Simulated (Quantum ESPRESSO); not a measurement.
# SrCl2 (Fm-3m): a volume series of phonon spectra, part 2 of 8

Wanted: mode Grüneisen parameters of SrCl2 and a free-energy fit over volumes.

Quantum ESPRESSO 7.5; DFT PBE, scalar-relativistic, plane waves, GBRV ultrasoft pseudopotentials.

So far. Step 2 (Probe on a coarse mesh): The start is under 0.96 GPa at this level and looks like an insulator or semiconductor on this mesh.

### 3. Relaxation

Phonons are second derivatives about a minimum, so cell and atoms are relaxed first, inside the symmetry of the start.

relax.in

```
&CONTROL
  calculation   = 'vc-relax'
  prefix        = 'x'
  outdir        = './tmp'
  pseudo_dir    = './pseudo'
  tprnfor       = .true.
  tstress       = .true.
  forc_conv_thr = 2.0d-05
  etot_conv_thr = 1.0d-07
  nstep         = 40
/
&SYSTEM
  ibrav       = 0
  nat         = 3
  ntyp        = 2
  ecutwfc     = 40.0
  ecutrho     = 240.0
  occupations = 'fixed'
  nbnd        = 14
/
&ELECTRONS
  conv_thr         = 1.0d-11
  mixing_beta      = 0.7
  electron_maxstep = 100
/
&IONS
/
&CELL
  press_conv_thr = 0.1
/
ATOMIC_SPECIES
 Sr     87.6200  Sr.upf
 Cl     35.4500  Cl.upf
CELL_PARAMETERS angstrom
     0.000000000    3.488350000    3.488350000
     3.488350000    0.000000000    3.488350000
     3.488350000    3.488350000    0.000000000
ATOMIC_POSITIONS crystal
 Sr     0.000000000   0.000000000   0.000000000
 Cl     0.250000000   0.250000000   0.250000000
 Cl     0.750000000   0.750000000   0.750000000
K_POINTS automatic
 6 6 6 0 0 0
```

Started as:

```console
$ OMP_NUM_THREADS=1 mpirun -n 8 pw.x -nk 8 -in relax.in > relax.out
```

Log:

```text
[banner, memory and clock lines left out]
Program PWSCF v.7.5

     Message from routine setup:
     using ibrav=0 with symmetry is DISCOURAGED, use correct ibrav instead

     G-vector sticks info

     bravais-lattice index     =            0
     lattice parameter (alat)  =       9.3225  a.u.
     unit-cell volume          =     572.9105 (a.u.)^3
     number of atoms/cell      =            3
     number of atomic types    =            2
     number of electrons       =        24.00
     number of Kohn-Sham states=           14
     kinetic-energy cutoff     =      40.0000  Ry
     charge density cutoff     =     240.0000  Ry
     scf convergence threshold =      1.0E-11
     mixing beta               =       0.7000
     number of iterations used =            8  plain     mixing
     energy convergence thresh.=      1.0E-07
     force convergence thresh. =      2.0E-05
     press convergence thresh. =      1.0E-01
     Exchange-correlation=  SLA  PW   PBX  PBC
                           (   1   4   3   4   0   0   0)
     nstep                     =           40

     celldm(1)=   9.322533  celldm(2)=   0.000000  celldm(3)=   0.000000
     celldm(4)=   0.000000  celldm(5)=   0.000000  celldm(6)=   0.000000

     crystal axes: (cart. coord. in units of alat)
               a(1) = (   0.000000   0.707107   0.707107 )
               a(2) = (   0.707107   0.000000   0.707107 )
               a(3) = (   0.707107   0.707107   0.000000 )

     reciprocal axes: (cart. coord. in units 2 pi/alat)
               b(1) = ( -0.707107  0.707107  0.707107 )
               b(2) = (  0.707107 -0.707107  0.707107 )
               b(3) = (  0.707107  0.707107 -0.707107 )

     PseudoPot. # 1 for Sr read from file:
     ./pseudo/Sr.upf
     Pseudo is Ultrasoft + core correction, Zval = 10.0
     Using radial grid of  883 points,  6 beta functions with:
                l(1) =   0
                l(2) =   0
                l(3) =   1
                l(4) =   1
                l(5) =   2
                l(6) =   2
     Q(r) pseudized with  6 coefficients,  rinner =    1.400   1.400   1.400
                                                       1.400   1.400

     PseudoPot. # 2 for Cl read from file:
     ./pseudo/Cl.upf
     Pseudo is Ultrasoft + core correction, Zval =  7.0
     Using radial grid of  909 points,  6 beta functions with:
                l(1) =   0
                l(2) =   0
                l(3) =   1
                l(4) =   1
                l(5) =   2
                l(6) =   2
     Q(r) pseudized with  8 coefficients,  rinner =    1.300   1.300   1.300
                                                       1.300   1.300

     atomic species   valence    mass     pseudopotential
     Sr               10.00    87.62000     Sr( 1.00)
     Cl                7.00    35.45000     Cl( 1.00)

     48 Sym. Ops., with inversion, found

   Cartesian axes

     site n.     atom                  positions (alat units)
         1        Sr     tau(   1) = (   0.0000000   0.0000000   0.0000000  )
         2        Cl     tau(   2) = (   0.3535534   0.3535534   0.3535534  )
         3        Cl     tau(   3) = (   1.0606602   1.0606602   1.0606602  )

     number of k points=    16
                       cart. coord. in units 2pi/alat
        k(    1) = (   0.0000000   0.0000000   0.0000000), wk =   0.0092593
        k(    2) = (   0.1178511   0.1178511  -0.1178511), wk =   0.0740741
        k(    3) = (   0.2357023   0.2357023  -0.2357023), wk =   0.0740741
        k(    4) = (  -0.3535534  -0.3535534   0.3535534), wk =   0.0370370
        k(    5) = (   0.2357023   0.0000000  -0.0000000), wk =   0.0555556
        k(    6) = (   0.3535534   0.1178511  -0.1178511), wk =   0.2222222
        k(    7) = (  -0.2357023  -0.4714045   0.4714045), wk =   0.2222222
        k(    8) = (  -0.1178511  -0.3535534   0.3535534), wk =   0.2222222
        k(    9) = (   0.0000000  -0.2357023   0.2357023), wk =   0.1111111
        k(   10) = (   0.4714045   0.0000000  -0.0000000), wk =   0.0555556
        k(   11) = (  -0.1178511  -0.5892557   0.5892557), wk =   0.2222222
        k(   12) = (  -0.0000000  -0.4714045   0.4714045), wk =   0.1111111
        k(   13) = (  -0.7071068   0.0000000   0.0000000), wk =   0.0277778
        k(   14) = (  -0.2357023  -0.4714045   0.7071068), wk =   0.2222222
        k(   15) = (  -0.1178511  -0.3535534   0.5892557), wk =   0.2222222
        k(   16) = (  -0.7071068   0.2357023   0.0000000), wk =   0.1111111

     Dense  grid:    35845 G-vectors     FFT dimensions: (  45,  45,  45)

     Smooth grid:    19603 G-vectors     FFT dimensions: (  40,  40,  40)

     Check: negative core charge=   -0.000003

     Initial potential from superposition of free atoms

     starting charge      23.9663, renormalised to      24.0000

     negative rho (up, down):  9.255E-02 0.000E+00
     Starting wfcs are   21 randomized atomic wfcs

     per-process dynamical memory:    41.4 Mb

     Self-consistent Calculation

     iteration #  1     ecut=    40.00 Ry     beta= 0.70
     Davidson diagonalization with overlap
     ethr =  1.00E-02,  avg # of iterations =  3.2

     Threshold (ethr) on eigenvalues was too large:
     Diagonalizing with lowered threshold

     Davidson diagonalization with overlap
     ethr =  6.20E-04,  avg # of iterations =  1.1

     negative rho (up, down):  9.427E-02 0.000E+00

     total energy              =    -137.23057683 Ry
     estimated scf accuracy    <       0.14152766 Ry

     iteration #  2     ecut=    40.00 Ry     beta= 0.70
     Davidson diagonalization with overlap
     ethr =  5.90E-04,  avg # of iterations =  3.1

     negative rho (up, down):  9.399E-02 0.000E+00

     total energy              =    -137.27435817 Ry
     estimated scf accuracy    <       0.03061070 Ry

     iteration #  3     ecut=    40.00 Ry     beta= 0.70
     Davidson diagonalization with overlap
     ethr =  1.28E-04,  avg # of iterations =  2.4

     negative rho (up, down):  9.419E-02 0.000E+00

     total energy              =    -137.27928041 Ry
     estimated scf accuracy    <       0.00083511 Ry

     iteration #  4     ecut=    40.00 Ry     beta= 0.70
     Davidson diagonalization with overlap
     ethr =  3.48E-06,  avg # of iterations =  7.1

     negative rho (up, down):  9.413E-02 0.000E+00

     total energy              =    -137.27952628 Ry
     estimated scf accuracy    <       0.00017633 Ry

     iteration #  5     ecut=    40.00 Ry     beta= 0.70
     Davidson diagonalization with overlap
     ethr =  7.35E-07,  avg # of iterations =  2.0

     negative rho (up, down):  9.411E-02 0.000E+00

[...]
l(1) =   0
                l(2) =   0
                l(3) =   1
                l(4) =   1
                l(5) =   2
                l(6) =   2
     Q(r) pseudized with  8 coefficients,  rinner =    1.300   1.300   1.300
                                                       1.300   1.300

     atomic species   valence    mass     pseudopotential
     Sr               10.00    87.62000     Sr( 1.00)
     Cl                7.00    35.45000     Cl( 1.00)

     48 Sym. Ops., with inversion, found

   Cartesian axes

     site n.     atom                  positions (alat units)
         1        Sr     tau(   1) = (  -0.0000000   0.0000000  -0.0000000  )
         2        Cl     tau(   2) = (   0.3567230   0.3567230   0.3567230  )
         3        Cl     tau(   3) = (   1.0701689   1.0701689   1.0701689  )

     number of k points=    16
                       cart. coord. in units 2pi/alat
[...]
k(    9) = (  -0.0000000  -0.2336080   0.2336080), wk =   0.1111111
        k(   10) = (   0.4672160  -0.0000000   0.0000000), wk =   0.0555556
        k(   11) = (  -0.1168040  -0.5840199   0.5840199), wk =   0.2222222
        k(   12) = (  -0.0000000  -0.4672160   0.4672160), wk =   0.1111111
        k(   13) = (  -0.7008239   0.0000000   0.0000000), wk =   0.0277778
        k(   14) = (  -0.2336080  -0.4672160   0.7008239), wk =   0.2222222
        k(   15) = (  -0.1168040  -0.3504120   0.5840199), wk =   0.2222222
        k(   16) = (  -0.7008239   0.2336080  -0.0000000), wk =   0.1111111

     Dense  grid:    36853 G-vectors     FFT dimensions: (  48,  48,  48)

     Smooth grid:    20107 G-vectors     FFT dimensions: (  40,  40,  40)

     Check: negative core charge=   -0.000003

     Initial potential from superposition of free atoms

     starting charge      23.9663, renormalised to      24.0000

[...]
Starting wfcs are   21 randomized atomic wfcs

     per-process dynamical memory:    45.8 Mb

     Self-consistent Calculation

[...]
total energy              =    -137.28005059 Ry
[...]
iteration #  5     ecut=    40.00 Ry     beta= 0.70
     Davidson diagonalization with overlap
     ethr =  5.09E-07,  avg # of iterations =  2.0

[...]
total energy              =    -137.28007104 Ry
     estimated scf accuracy    <       0.00000254 Ry

     iteration #  6     ecut=    40.00 Ry     beta= 0.70
     Davidson diagonalization with overlap
     ethr =  1.06E-08,  avg # of iterations =  4.6

[...]
total energy              =    -137.28007304 Ry
     estimated scf accuracy    <       0.00000159 Ry

     iteration #  7     ecut=    40.00 Ry     beta= 0.70
     Davidson diagonalization with overlap
     ethr =  6.64E-09,  avg # of iterations =  2.0

     negative rho (up, down):  9.641E-02 0.000E+00

     total energy              =    -137.28007322 Ry
     estimated scf accuracy    <       0.00000008 Ry

     iteration #  8     ecut=    40.00 Ry     beta= 0.70
     Davidson diagonalization with overlap
     ethr =  3.48E-10,  avg # of iterations =  4.6

     negative rho (up, down):  9.641E-02 0.000E+00

     total energy              =    -137.28007326 Ry
     estimated scf accuracy    <          4.8E-09 Ry

     iteration #  9     ecut=    40.00 Ry     beta= 0.70
     Davidson diagonalization with overlap
     ethr =  2.00E-11,  avg # of iterations =  3.6

     negative rho (up, down):  9.641E-02 0.000E+00

     total energy              =    -137.28007327 Ry
     estimated scf accuracy    <          6.0E-10 Ry

     iteration # 10     ecut=    40.00 Ry     beta= 0.70
     Davidson diagonalization with overlap
     ethr =  2.48E-12,  avg # of iterations =  2.2

     negative rho (up, down):  9.641E-02 0.000E+00

     total energy              =    -137.28007327 Ry
     estimated scf accuracy    <          1.7E-10 Ry

     iteration # 11     ecut=    40.00 Ry     beta= 0.70
     Davidson diagonalization with overlap
     ethr =  7.05E-13,  avg # of iterations =  2.3

     negative rho (up, down):  9.641E-02 0.000E+00

     total energy              =    -137.28007327 Ry
     estimated scf accuracy    <          2.5E-13 Ry

     iteration # 12     ecut=    40.00 Ry     beta= 0.70
     Davidson diagonalization with overlap
     ethr =  1.00E-13,  avg # of iterations =  2.0

     negative rho (up, down):  9.641E-02 0.000E+00

     End of self-consistent calculation

          k = 0.0000 0.0000 0.0000 (  2565 PWs)   bands (ev):

[...]
k = 0.1168 0.1168-0.1168 (  2535 PWs)   bands (ev):

[...]
k = 0.2336 0.2336-0.2336 (  2527 PWs)   bands (ev):

[...]
k =-0.3504-0.3504 0.3504 (  2512 PWs)   bands (ev):

[...]
k = 0.2336-0.0000 0.0000 (  2541 PWs)   bands (ev):

[...]
k = 0.3504 0.1168-0.1168 (  2520 PWs)   bands (ev):

[...]
k =-0.2336-0.4672 0.4672 (  2496 PWs)   bands (ev):

[...]
k =-0.1168-0.3504 0.3504 (  2514 PWs)   bands (ev):

[...]
k =-0.0000-0.2336 0.2336 (  2535 PWs)   bands (ev):

   -30.0099 -12.1336 -12.0257 -12.0006 -10.0135  -9.6313   0.9051   1.2292
[...]
k = 0.4672-0.0000 0.0000 (  2502 PWs)   bands (ev):

   -30.0088 -12.2321 -12.0168 -12.0168  -9.7923  -9.7288   0.7359   1.0286
[...]
k =-0.1168-0.5840 0.5840 (  2500 PWs)   bands (ev):

   -30.0081 -12.2504 -12.0571 -12.0198  -9.7656  -9.6795   0.4724   1.0726
[...]
k =-0.0000-0.4672 0.4672 (  2512 PWs)   bands (ev):

   -30.0081 -12.1795 -12.1377 -12.0150  -9.7612  -9.6802   0.5863   1.0911
     1.3722   2.0401   2.2804   2.7394   9.0254  10.0729

          k =-0.7008 0.0000 0.0000 (  2498 PWs)   bands (ev):

   -30.0079 -12.2933 -12.0240 -12.0240  -9.7955  -9.6290   0.2666   1.0999
     1.0999   2.5323   2.5323   2.9084   8.4303   9.8893

          k =-0.2336-0.4672 0.7008 (  2517 PWs)   bands (ev):

   -30.0085 -12.2027 -12.0727 -12.0142  -9.7828  -9.7113   0.8468   0.9083
     1.3602   2.0811   2.2613   2.6237   9.0583   9.7577

          k =-0.1168-0.3504 0.5840 (  2514 PWs)   bands (ev):

   -30.0081 -12.1859 -12.1282 -12.0182  -9.7608  -9.6806   0.6917   0.8513
     1.6605   1.7754   2.5220   2.6072   9.1499   9.8537

          k =-0.7008 0.2336-0.0000 (  2520 PWs)   bands (ev):

   -30.0079 -12.2306 -12.0963 -12.0242  -9.7491  -9.6663   0.4317   0.8917
     1.4103   2.1175   2.5892   2.8420   8.8764   9.9554

     highest occupied, lowest unoccupied level (ev):     2.9084    8.1482

!    total energy              =    -137.28007327 Ry
     estimated scf accuracy    <          7.8E-14 Ry

     The total energy is the sum of the following terms:
     one-electron contribution =     -30.55671207 Ry
     hartree contribution      =      23.70373232 Ry
     xc contribution           =     -37.27451385 Ry
     ewald contribution        =     -93.15257967 Ry

     convergence has been achieved in  12 iterations

     negative rho (up, down):  9.641E-02 0.000E+00

     Forces acting on atoms (cartesian axes, Ry/au):

     atom    1 type  1   force =     0.00000000   -0.00000000   -0.00000000
     atom    2 type  2   force =     0.00000000   -0.00000000   -0.00000000
     atom    3 type  2   force =     0.00000000    0.00000000   -0.00000000

     Total force =     0.000000     Total SCF correction =     0.000000

     Computing stress (Cartesian axis) and pressure

     negative rho (up, down):  9.641E-02 0.000E+00
          total   stress  (Ry/bohr**3)                   (kbar)     P=        0.05
   0.00000031   0.00000000   0.00000000            0.05        0.00        0.00
   0.00000000   0.00000031   0.00000000            0.00        0.05        0.00
   0.00000000   0.00000000   0.00000031            0.00        0.00        0.05

     XML data file, charge density, pseudopotentials, collected wavefunctions
```

Run time: 17 s. Hardware: 8 MPI ranks of Arm Neoverse V2, shared host; 2.2 min of CPU time.

Relaxation path:

| step | energy less that of the first step (eV) | largest force (eV/Å) | volume (Å³) |
| --- | --- | --- | --- |
| 1 | 0.0000 | 0.0000 | 84.90 |
| 2 | -0.0023 | 0.0000 | 85.31 |
| 3 | -0.0042 | 0.0000 | 85.77 |
| 4 | -0.0061 | 0.0000 | 86.47 |
| 5 | -0.0068 | 0.0000 | 87.18 |
| 6 | -0.0068 | 0.0000 | 87.20 |
| 7 | -0.0070 | 0.0000 | 87.20 |

| conventional cell, symmetrised | before | after | change |
| --- | --- | --- | --- |
| a (Å) | 6.977 | 7.039 | +0.9 % |
| b (Å) | 6.977 | 7.039 | +0.9 % |
| c (Å) | 6.977 | 7.039 | +0.9 % |
| volume (Å³/atom) | 28.30 | 29.07 | +2.7 % |

The relaxed structure:

```
Sr Cl
1.0
     0.00000    3.51962    3.51962
     3.51962    0.00000    3.51962
     3.51962    3.51962    0.00000
Sr Cl
1 2
Direct
  0.00000 0.00000 0.00000
  0.25000 0.25000 0.25000
  0.75000 0.75000 0.75000
```

This step gave:

| Item | Value |
| --- | --- |
| volume per atom | 29.07 Å³ |
| pressure | 0.005 GPa |
| gap on the k-mesh | 5.240 eV |

After the last step pw.x solved the final cell once more on a basis chosen for it, which moves the energy without moving the atoms.

[end of part 2 of 8]

[Logs are printed without paths, hosts, clocks, repeated set-up lines and the standing remarks that a program may print on its own settings, such as how far it seeks lower states.]

[Hosts, paths, dates, database ids (printed as entryN), source tags and the programs' standing remarks are cut or masked in the printed files.]

[A step with changed settings may run another functional than the one named; its input shows which.]

[Of the runs on displaced cells, only some may be shown.]
